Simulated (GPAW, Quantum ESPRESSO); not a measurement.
# C K-edge XANES of C (Diamond, Fd-3m), part 3 of 4

Do two independent programs agree on the C K edge of C (Diamond, Fd-3m)? The same cell and functional are run with XSpectra and with GPAW.

Quantum ESPRESSO 7.5 and GPAW 26.7.0; core-hole supercells, plane-wave PAW PBE.

So far. Step 8 (Spectrum with FCH, C atom 1 (Quantum ESPRESSO)): The hole costs E(hole) − E(ground) = 276.99 eV, and the lowest empty level of the hole cell lies at 17.36 eV, which puts the zero at 294.35 eV. One term is added: -6.71 eV, since the hole is spin-paired here and a spin-polarised one costs that much less in the free atom (computed apart). The photon energy is then 287.64 eV. The functional and the charged cell's background leave an error of a few eV in such absolute values.

## (9) Another broadening

Level of this step: X-ray absorption near-edge structure, plane-wave PAW PBE, one-electron final states by a Lanczos continued fraction (Quantum ESPRESSO).

The final state's lifetime shortens with energy, so measured features broaden above the edge; the saved Lanczos coefficients are redrawn with a width that grows.

Contents of xspectra_plot.in:

```
&input_xspectra
   calculation='xanes_dipole', edge='K'
   prefix='x', outdir='tmp', xiabs=1, xe0=15.3081
   xonly_plot=.true., x_save_file='xanes.sav'
   xniter=3000, xcheck_conv=20, xerror=0.005
   xcoordcrys=.false., xepsilon(1)=1, xepsilon(2)=0, xepsilon(3)=0
/
&plot
   xnepoint=413, xemin=-10, xemax=45, terminator=.true., cut_occ_states=.true.
   gamma_mode='variable', gamma_energy(1)=4, gamma_energy(2)=25, gamma_value(1)=0.3, gamma_value(2)=2.5
/
&pseudos
   filecore='../C.wfc'
/
&cut_occ
   cut_desmooth=0.1, cut_stepl=0.05, cut_stepu=0.05, cut_ierror=1e-5
/
5 5 5 0 0 0
```

Started as:

```
> OMP_NUM_THREADS=1 xspectra.x -in xspectra_plot.in > xspectra_plot.out
```

Numbers of over 12 decimals in the logs are rounded to 6 here.

What it wrote:

```text
     [... banner and references ...]
Reading input_file
     -------------------------------------------------------------------------

     calculation: xanes_dipole

     xonly_plot: TRUE
        => only the spectrum plot

     main plot parameters:
        cut_occ_states: TRUE
        gamma_mode:  variable
        -> first, constant up to point ( 4.00, 0.30) [eV]
        -> then, linear up to point (25.00, 2.50) [eV]
        -> finally, constant up to xemax
        xemin [eV]: -10.00
        xemax [eV]:  45.00
        xnepoint:  413
[...]
xemin [eV]: -10.00
        xemax [eV]:  45.00
        xnepoint:  413
        energy-dependent broadening parameter:
         -> first, constant up to point ( 4.00, 0.30) [eV]
         -> then, linear up to point (25.00, 2.50) [eV]
         -> finally, constant up to xemax
        Core level energy [eV]:  -284.2
         (from electron binding energy of neutral atoms in X-ray data booklet)

     Cross-section successfully written in xanes.dat

     -------------------------------------------------------------------------
                                END JOB XSpectra
     -------------------------------------------------------------------------
[key lines of the parts left out:]
Fermi level [eV]:  13.2600
```

It took 1.9 s on 1 MPI rank of Arm Neoverse V1, shared host; peak memory 0.05 GiB.

With a Lorentzian half width 0.3 eV up to 4 eV, rising linearly to 2.5 eV at 25 eV (counted from xe0, 2.0 eV below the zero used here), the maxima are 1.6 eV (3.38), 3.3 eV (2.22) and 16.3 eV (0.69).

## (10) Supercell with XCH, C atom 1 (Quantum ESPRESSO)

The holes are 6.2 Å apart. The excited electron is kept in the cell, where it fills the lowest empty states and screens the hole.

Changed against the first core-hole run: core hole to XCH.

Contents of scf.in:

```
&control
   calculation='scf', prefix='x', pseudo_dir='../pp', outdir='tmp', tprnfor=.true.
/
&system
   ibrav=0, nat=32, ntyp=2, nbnd=80
   ecutwfc=43, ecutrho=360
   occupations='smearing', smearing='gaussian', degauss=0.003
/
&electrons
   conv_thr=3.2e-07, electron_maxstep=120
   mixing_beta=0.5
/
ATOMIC_SPECIES
C0 1.0 C.pbe-n-kjpaw-1sch.UPF
C 1.0 C.pbe-n-kjpaw.UPF
CELL_PARAMETERS angstrom
  3.56674000 3.56674000 3.56674000
  3.56674000 -3.56674000 3.56674000
  3.56674000 -3.56674000 -3.56674000
ATOMIC_POSITIONS crystal
C0   0.75000000 0.00000000 0.00000000
C    0.00000000 0.25000000 0.00000000
C    0.75000000 0.25000000 0.25000000
C    0.50000000 0.00000000 0.25000000
C    0.25000000 0.50000000 0.00000000
C    0.25000000 0.00000000 0.50000000
C    0.00000000 0.50000000 0.25000000
C    0.50000000 0.75000000 0.00000000
C    0.00000000 0.00000000 0.75000000
C    0.75000000 0.50000000 0.50000000
C    0.50000000 0.25000000 0.50000000
C    0.25000000 0.75000000 0.25000000
C    0.25000000 0.25000000 0.75000000
C    0.00000000 0.75000000 0.50000000
C    0.75000000 0.75000000 0.75000000
C    0.50000000 0.50000000 0.75000000
C    0.50000000 0.00000000 0.00000000
C    0.75000000 0.25000000 0.00000000
C    0.50000000 0.25000000 0.25000000
C    0.25000000 0.00000000 0.25000000
C    0.00000000 0.50000000 0.00000000
C    0.00000000 0.00000000 0.50000000
C    0.75000000 0.50000000 0.25000000
C    0.25000000 0.75000000 0.00000000
C    0.75000000 0.00000000 0.75000000
C    0.50000000 0.50000000 0.50000000
C    0.25000000 0.25000000 0.50000000
C    0.00000000 0.75000000 0.25000000
C    0.00000000 0.25000000 0.75000000
C    0.75000000 0.75000000 0.50000000
C    0.50000000 0.75000000 0.75000000
C    0.25000000 0.50000000 0.75000000
K_POINTS automatic
4 4 4 0 0 0
```

Started as:

```
> OMP_NUM_THREADS=1 mpirun --oversubscribe --bind-to none -np 4 pw.x -nk 4 -in scf.in > scf.out
```

What it wrote:

```text
     [... banner and references ...]
[banner, memory and clock lines left out]
using ibrav=0 with symmetry is DISCOURAGED, use correct ibrav instead

     G-vector sticks info

     bravais-lattice index     =            0
     lattice parameter (alat)  =      11.6743  a.u.
     unit-cell volume          =    1224.8163 (a.u.)^3
     number of atoms/cell      =           32
     number of atomic types    =            2
     number of electrons       =       129.00
     number of Kohn-Sham states=           80
     kinetic-energy cutoff     =      43.0000  Ry
     charge density cutoff     =     360.0000  Ry
     scf convergence threshold =      3.2E-07
     mixing beta               =       0.5000
     number of iterations used =            8  plain     mixing
     Exchange-correlation= SLA  PW   PBX  PBC
                           (   1   4   3   4   0   0   0)

     celldm(1)=  11.674303  celldm(2)=   0.000000  celldm(3)=   0.000000
     celldm(4)=   0.000000  celldm(5)=   0.000000  celldm(6)=   0.000000

     crystal axes: (cart. coord. in units of alat)
               a(1) = (   0.577350   0.577350   0.577350 )
               a(2) = (   0.577350  -0.577350   0.577350 )
               a(3) = (   0.577350  -0.577350  -0.577350 )

     reciprocal axes: (cart. coord. in units 2 pi/alat)
               b(1) = (  0.866025  0.866025  0.000000 )
               b(2) = (  0.000000 -0.866025  0.866025 )
               b(3) = (  0.866025  0.000000 -0.866025 )

     ../pp/C.pbe-n-kjpaw-1sch.UPF
     Pseudo is Projector augmented-wave + core cor, Zval =  5.0
     Shape of augmentation charge: PSQ
     Using radial grid of 1073 points,  4 beta functions with:
[...]
iteration #  9     ecut=    43.00 Ry     beta= 0.50
     Davidson diagonalization with overlap
     ethr =  9.55E-10,  avg # of iterations =  4.0

     End of self-consistent calculation

          k = 0.0000 0.0000 0.0000 (  5775 PWs)   bands (ev):

    -8.3726  -5.4401  -3.8917  -3.8917  -3.8917  -3.5886  -3.5886  -3.5886
    -3.5376  -3.5376  -3.5376  -3.4911  -3.4911   0.1359   0.4496   0.4496
     0.4496   0.6134   0.6134   3.7872   3.7872   3.7872   3.9161   4.6766
[...]
17.6208  17.9778  17.9778  17.9778  18.1305  18.1305  18.7197  18.7197
    18.7197  20.6934  20.6934  20.6934  20.7192  21.2814  21.2815  21.2817

     [... bands of 7 further k-points ...]

     the Fermi energy is    17.9451 ev

!    total energy              =    -593.63688257 Ry
     total all-electron energy =     -2416.659516 Ry
     estimated scf accuracy    <       0.00000010 Ry
     smearing contrib. (-TS)   =      -0.00058198 Ry
     internal energy E=F+TS    =    -593.63630059 Ry

     The total energy is F=E-TS. E is the sum of the following terms:
     one-electron contribution =     134.27360510 Ry
     hartree contribution      =      32.59780737 Ry
     xc contribution           =    -150.72428200 Ry
     ewald contribution        =    -415.85865450 Ry
     one-center paw contrib.   =    -193.92477655 Ry

     convergence has been achieved in   9 iterations

     Forces acting on atoms (cartesian axes, Ry/au):

     atom    1 type  1   force =     0.00000000    0.00000000   -0.00000000
     atom    2 type  2   force =    -0.00577618    0.00821347   -0.00577618
     atom    3 type  2   force =    -0.00577618    0.00577618   -0.00821347
[...]
atom   31 type  2   force =     0.00479999    0.00565020   -0.00565020
     atom   32 type  2   force =    -0.00565020    0.00479999    0.00565020

     Total force =     0.104215     Total SCF correction =     0.000636

     XML data file, charge density, pseudopotentials, collected wavefunctions
```

It took 42 s on 4 MPI ranks; peak memory 0.21 GiB; 2.8 min of CPU time.

Energy with the hole: -32880.328 eV, cores included.

## (11) Excitation energy, C atom 1 (Quantum ESPRESSO)

With the excited electron kept in the cell the system stays neutral, and the energy difference is an excitation energy by itself. In a small cell that electron takes up a good share of the lowest empty band, or all of one, which shifts the value from the true onset.

The total-energy difference is 294.73 eV. With the free-atom term of -6.71 eV for this edge, the photon energy is 288.02 eV.

## (12) Ground state of the crystal (GPAW)

The second program starts from its own ground state, on the same cell and functional.

Contents of scf.py:

```python
import numpy as np
from ase import Atoms
from ase.parallel import parprint, paropen
from gpaw import GPAW, PW, FermiDirac, Mixer, MixerDif, setup_paths
from gpaw.test import gen
setup_paths.insert(0, '.')
gen('C', name='nch1s', xcname='PBE', corehole=(1, 0, 0), write_xml=True)
from gpaw.mpi import world
world.barrier()

atoms = Atoms('C2',
    cell=[[0, 1.78337, 1.78337],
     [1.78337, 0, 1.78337],
     [1.78337, 1.78337, 0]],
    scaled_positions=[[0.75, 0.75, 0.75],
     [0.5, 0.5, 0.5]],
    pbc=True)
atoms.calc = calc = GPAW(legacy_gpaw=True, mode=PW(500, force_complex_dtype=True), xc='PBE', setups={0: 'nch1s'},
    kpts={'size': (12, 12, 12), 'gamma': True}, occupations=FermiDirac(0.05),
    charge=0, mixer=Mixer(0.1, 5, 50), maxiter=150,
    convergence={'density': 0.0001, 'eigenstates': 1e-6}, txt='scf.txt')
energy = atoms.get_potential_energy() + calc.get_reference_energy()
ef = calc.get_fermi_level()
out = dict(energy=energy, fermi=ef, forces=atoms.get_forces().tolist())
parprint(f'all-electron energy {energy:.4f} eV, Fermi level {ef:.4f} eV')
ev = np.array([[calc.get_eigenvalues(k, s) for k in range(len(calc.get_ibz_k_points()))] for s in range(calc.get_number_of_spins())])
out['homo'], out['lumo'], out['counts'] = ev[ev < ef].max(), ev[ev > ef].min(), sorted(set((ev < ef).sum((0, 2)).tolist()))
out['filled'] = (ev[:, 0] < ef).sum(1).tolist()
import json
with paropen('out.json', 'w') as f:
    json.dump(out, f)
```

Started as:

```
> OMP_NUM_THREADS=1 mpirun -n 4 gpaw python scf.py
```

What it wrote:

```text
Input parameters:
  convergence: {density: 0.0001,
                eigenstates: 1e-06}
  kpts: {gamma: True,
         size: (12, 12, 12)}
  maxiter: 150
  mixer: {backend: pulay,
          beta: 0.1,
          method: separate,
          nmaxold: 5,
          weight: 50}
  mode: {ecut: 500.0,
         force_complex_dtype: True,
         name: pw}
  occupations: {fixmagmom: False,
                name: fermi-dirac,
[...]
--------------------------------
2s(2) :    -0.505334     1.046026
*s    :     0.494666
2p(2) :    -0.194204     0.955972
*p    :     0.805796
*d    :     0.000000
--------------------------------

Diagonalizing with gridspacing h=0.050

state   all-electron     PAW
-------------------------------
2s:      -0.505334    -0.505970
2p:      -0.194204    -0.194948
*d:                    0.044948
*f:                    0.074429
-------------------------------
all-electron energy -2073.4250 eV, Fermi level 13.2341 eV
[key lines of the parts left out:]
Converged after 9 iterations.
Dipole moment: (2.118545, 2.118545, 2.118545) |e|*Ang
Free energy:    -18.168716
Fermi level: 13.23405
```

It took 3.8 s on 4 MPI ranks; peak memory 0.15 GiB; 15 s of CPU time.

The mesh shows a gap of 4.15 eV, so the hole is first treated in a charged cell, without the excited electron.

## (13) Spectrum without a core hole, C atom 1 (GPAW)

Without a hole the spectrum is the empty density of states of the right symmetry on the absorber, weighted by matrix elements. It needs only the small cell and serves as the baseline. The data set with a hole of occupation 0 only carries the core orbital.

Contents of xas.py:

```python
import numpy as np
from ase import Atoms
from ase.parallel import parprint, paropen
from gpaw import GPAW, PW, FermiDirac, Mixer, MixerDif, setup_paths
from gpaw.test import gen
setup_paths.insert(0, '.')
gen('C', name='nch1s', xcname='PBE', corehole=(1, 0, 0), write_xml=True)
from gpaw.mpi import world
world.barrier()

atoms = Atoms('C2',
    cell=[[0, 1.78337, 1.78337],
     [1.78337, 0, 1.78337],
     [1.78337, 1.78337, 0]],
    scaled_positions=[[0.75, 0.75, 0.75],
     [0.5, 0.5, 0.5]],
    pbc=True)
atoms.calc = calc = GPAW(legacy_gpaw=True, mode=PW(500, force_complex_dtype=True), xc='PBE', setups={0: 'nch1s'},
    kpts={'size': (12, 12, 12), 'gamma': True}, occupations=FermiDirac(0.02),
    charge=0, mixer=Mixer(0.1, 5, 50), maxiter=150,
    convergence={'density': 0.0001, 'eigenstates': 1e-6}, txt='scf.txt')
energy = atoms.get_potential_energy() + calc.get_reference_energy()
ef = calc.get_fermi_level()
out = dict(energy=energy, fermi=ef, forces=atoms.get_forces().tolist())
parprint(f'all-electron energy {energy:.4f} eV, Fermi level {ef:.4f} eV')
ev = np.array([[calc.get_eigenvalues(k, s) for k in range(len(calc.get_ibz_k_points()))] for s in range(calc.get_number_of_spins())])
out['homo'], out['lumo'], out['counts'] = ev[ev < ef].max(), ev[ev > ef].min(), sorted(set((ev < ef).sum((0, 2)).tolist()))
out['filled'] = (ev[:, 0] < ef).sum(1).tolist()

from ase.units import Ha
from gpaw.xas import dipole_matrix_elements
nb = int(calc.get_number_of_electrons() / 2) + 10
top = nb
nscf = calc.fixed_density(kpts={'size': (11, 11, 11), 'gamma': True},
    convergence={'eigenstates': 1.0}, txt='nscf.txt')
nscf.diagonalize_full_hamiltonian(nbands=nb)
cell = atoms.cell.array
ops = [cell.T @ U.T @ np.linalg.inv(cell.T) for U in nscf.wfs.kd.symmetry.op_scc]
filled = [4]  # bands filled in the ground state, by spin
E = np.arange(-25, 34, 0.1)
fwhm = np.interp(E, [4, 25], [0.9, 3.5])
Y, X, zero, highest = 0, 0, 1e9, 1e9
for spin in range(nscf.get_number_of_spins()):
    wfs = nscf.wfs
    mine = wfs.bd.get_slice()  # this rank's bands
    A = dipole_matrix_elements(wfs.setups[0])
    eps = np.zeros((wfs.kd.nibzkpts, nb))
    d = np.zeros((3, A.shape[1], wfs.kd.nibzkpts, nb), complex)
    for kpt in wfs.kpt_u:
        if kpt.s == spin and 0 in kpt.P_ani:
            eps[kpt.k, mine] = kpt.eps_n * Ha
            d[:, :, kpt.k, mine] = (kpt.weight * wfs.nspins / 2) ** 0.5 * np.inner(A, kpt.P_ani[0])
    world.sum(eps)
    world.sum(d)
    T = np.einsum('amkn,bmkn->abkn', d, d.conj()).real
    T = sum(np.einsum('ai,ijkn,bj->abkn', R, T, R) for R in ops) / len(ops)
    empty = np.ones_like(eps, bool) & (np.arange(nb) >= filled[spin])
    zero, highest = min(zero, eps[empty].min()), min(highest, eps[:, top - 1].min())
    lines = [(eps, T, empty)] if spin == 0 else lines + [(eps, T, empty)]
for eps, T, empty in lines:
    f = np.einsum('aakn->akn', T).reshape(3, -1)
    x = eps.ravel() - zero
    w = np.interp(x, E, fwhm) / 2.35482
    g = np.exp(-0.5 * ((E[:, None] - x) / w) ** 2) / (w * (2 * np.pi) ** 0.5)
    Y = Y + (f * empty.ravel()) @ g.T
    X = X + (f * ~empty.ravel()) @ g.T
out.update(E=E.round(2).tolist(), xas=Y.tolist(), xes=X.tolist(), zero=zero, valid=highest - zero, nk=len(eps), nb=nb)
for i in range(0, len(E), 10):
    parprint(f'{E[i]:7.2f}', *(f'{v:10.3e}' for v in Y[:, i]))
import json
with paropen('out.json', 'w') as f:
    json.dump(out, f)
```

Started as:

```
> OMP_NUM_THREADS=1 mpirun -n 4 gpaw python xas.py
```

What it wrote:

```text
Input parameters:
  convergence: {density: 0.0001,
                eigenstates: 1e-06}
  kpts: {gamma: True,
         size: (12, 12, 12)}
  maxiter: 150
  mixer: {backend: pulay,
          beta: 0.1,
          method: separate,
          nmaxold: 5,
          weight: 50}
  mode: {ecut: 500.0,
         force_complex_dtype: True,
         name: pw}
  occupations: {fixmagmom: False,
                name: fermi-dirac,
[...]
*p    :     0.805796
*d    :     0.000000
--------------------------------

Diagonalizing with gridspacing h=0.050

state   all-electron     PAW
-------------------------------
2s:      -0.505334    -0.505970
2p:      -0.194204    -0.194948
*d:                    0.044948
*f:                    0.074429
-------------------------------
all-electron energy -2073.4250 eV, Fermi level 13.0841 eV
[...]
32.00  5.056e-05  5.056e-05  5.056e-05
  33.00  6.049e-05  6.049e-05  6.049e-05
[key lines of the parts left out:]
Converged after 9 iterations.
Dipole moment: (2.118545, 2.118545, 2.118545) |e|*Ang
Free energy:    -18.168716
Fermi level: 13.08405
```

Elapsed: 5.6 s, on 4 MPI ranks; peak memory 0.17 GiB.

The C K spectrum, C atom 1, no core hole (energy from the lowest empty level; intensity scaled to a mean of 1 over the first 20 eV):

```csv
E (eV),intensity
-2.0,0.00
-1.4,0.00
-0.8,0.00
-0.2,0.02
0.4,0.10
1.0,0.26
1.6,0.46
2.2,0.64
2.8,0.84
3.4,0.96
4.0,1.49
4.6,1.52
5.2,1.50
5.8,1.02
6.4,1.07
7.0,1.28
7.6,1.19
8.2,1.13
8.8,1.43
9.4,1.68
10.0,1.69
10.6,1.61
11.2,1.38
11.8,0.93
12.4,0.51
13.0,0.30
13.6,0.28
14.2,0.38
14.8,0.53
15.4,0.72
16.0,0.93
16.6,1.11
17.2,1.23
17.8,1.29
18.4,1.29
19.0,1.23
19.6,1.11
20.2,0.95
20.8,0.78
21.4,0.63
```

Main maxima below 20 eV (height): 4.2 eV (1.55), 5.0 eV (1.55), 7.1 eV (1.29), 9.7 eV (1.71) and 18.1 eV (1.29). 

The same matrix elements for filled bands give the C K emission of C atom 1 (ground-state approximation; energy from the lowest empty level, largest value 1):

```csv
E (eV),emission
-24.00,0.01
-23.25,0.02
-22.50,0.03
-21.75,0.04
-21.00,0.04
-20.25,0.07
-19.50,0.07
-18.75,0.08
-18.00,0.08
-17.25,0.10
-16.50,0.18
-15.75,0.25
-15.00,0.26
-14.25,0.21
-13.50,0.25
-12.75,0.44
-12.00,0.48
-11.25,0.60
-10.50,0.84
-9.75,0.84
-9.00,1.00
-8.25,0.84
-7.50,0.92
-6.75,0.68
-6.00,0.44
-5.25,0.28
-4.50,0.12
-3.75,0.02
-3.00,0.00
-2.25,0.00
-1.50,0.00
-0.75,0.00
0.00,0.00
0.75,0.00
1.50,0.00
2.25,0.00
3.00,0.00
```

Emission maxima: -15.4 eV (0.30), -9.2 eV (1.00) and -7.6 eV (0.93).

## (14) Reference energy of the supercell (GPAW)

Total energies of two programs can't be mixed, so the cell and mesh of GPAW's hole run get a reference energy of their own.

scf.py: that of step 12 with these lines changed.

```diff
@@ -10,11 +10,41 @@
 
-atoms = Atoms('C2',
-    cell=[[0, 1.78337, 1.78337],
-     [1.78337, 0, 1.78337],
-     [1.78337, 1.78337, 0]],
-    scaled_positions=[[0.75, 0.75, 0.75],
-     [0.5, 0.5, 0.5]],
+atoms = Atoms('C32',
+    cell=[[3.56674, 3.56674, 3.56674],
+     [3.56674, -3.56674, 3.56674],
+     [3.56674, -3.56674, -3.56674]],
+    scaled_positions=[[0.75, 0, 0],
+     [0, 0.25, 0],
+     [0.75, 0.25, 0.25],
+     [0.5, 0, 0.25],
+     [0.25, 0.5, 0],
+     [0.25, 0, 0.5],
+     [0, 0.5, 0.25],
+     [0.5, 0.75, 0],
+     [0, 0, 0.75],
+     [0.75, 0.5, 0.5],
+     [0.5, 0.25, 0.5],
+     [0.25, 0.75, 0.25],
+     [0.25, 0.25, 0.75],
+     [0, 0.75, 0.5],
+     [0.75, 0.75, 0.75],
+     [0.5, 0.5, 0.75],
+     [0.5, 0, 0],
+     [0.75, 0.25, 0],
+     [0.5, 0.25, 0.25],
+     [0.25, 0, 0.25],
+     [0, 0.5, 0],
+     [0, 0, 0.5],
+     [0.75, 0.5, 0.25],
+     [0.25, 0.75, 0],
+     [0.75, 0, 0.75],
+     [0.5, 0.5, 0.5],
+     [0.25, 0.25, 0.5],
+     [0, 0.75, 0.25],
+     [0, 0.25, 0.75],
+     [0.75, 0.75, 0.5],
+     [0.5, 0.75, 0.75],
+     [0.25, 0.5, 0.75]],
     pbc=True)
 atoms.calc = calc = GPAW(legacy_gpaw=True, mode=PW(500, force_complex_dtype=True), xc='PBE', setups={0: 'nch1s'},
-    kpts={'size': (12, 12, 12), 'gamma': True}, occupations=FermiDirac(0.05),
+    kpts={'size': (4, 4, 4), 'gamma': True}, occupations=FermiDirac(0.02),
     charge=0, mixer=Mixer(0.1, 5, 50), maxiter=150,
```

Started as:

```
> OMP_NUM_THREADS=1 mpirun -n 4 gpaw python scf.py
```

What it wrote:

```text
Input parameters:
  convergence: {density: 0.0001,
                eigenstates: 1e-06}
  kpts: {gamma: True,
         size: (4, 4, 4)}
  maxiter: 150
  mixer: {backend: pulay,
          beta: 0.1,
          method: separate,
          nmaxold: 5,
          weight: 50}
  mode: {ecut: 500.0,
         force_complex_dtype: True,
         name: pw}
  occupations: {fixmagmom: False,
                name: fermi-dirac,
[...]
2s(2) :    -0.505334     1.046026
*s    :     0.494666
2p(2) :    -0.194204     0.955972
*p    :     0.805796
*d    :     0.000000
--------------------------------

Diagonalizing with gridspacing h=0.050

state   all-electron     PAW
-------------------------------
2s:      -0.505334    -0.505970
2p:      -0.194204    -0.194948
*d:                    0.044948
*f:                    0.074429
-------------------------------
all-electron energy -33174.7888 eV, Fermi level 13.0930 eV
[key lines of the parts left out:]
Converged after 12 iterations.
Dipole moment: (-0.000023, -0.000023, -0.000023) |e|*Ang
Free energy:   -290.689050
Fermi level: 13.09298
```

It took 49 s on 4 MPI ranks; peak memory 0.38 GiB; 3.3 min of CPU time.

Reference energy: -33174.789 eV with the cores included.

(Part 3 of 4 ends here.)

[Banner, clock and machine lines of the logs are left out without a mark of their own.]

[Logs are printed without paths, hosts, clocks, repeated set-up lines and the standing remarks that a program may print on its own settings, such as how far it seeks lower states.]

[Hosts, paths, dates, database ids (printed as entryN), source tags and the programs' standing remarks are cut or masked in the printed files.]

[Lists of maxima count a maximum above −3 eV only where it reaches 4 % of the highest in the window and stands out from its surroundings by 2 % of it (1.5 % where it reaches 55 %); shoulders and weaker maxima are passed over, and of the rest the first, up to two pre-edge ones and the few strongest are named.]
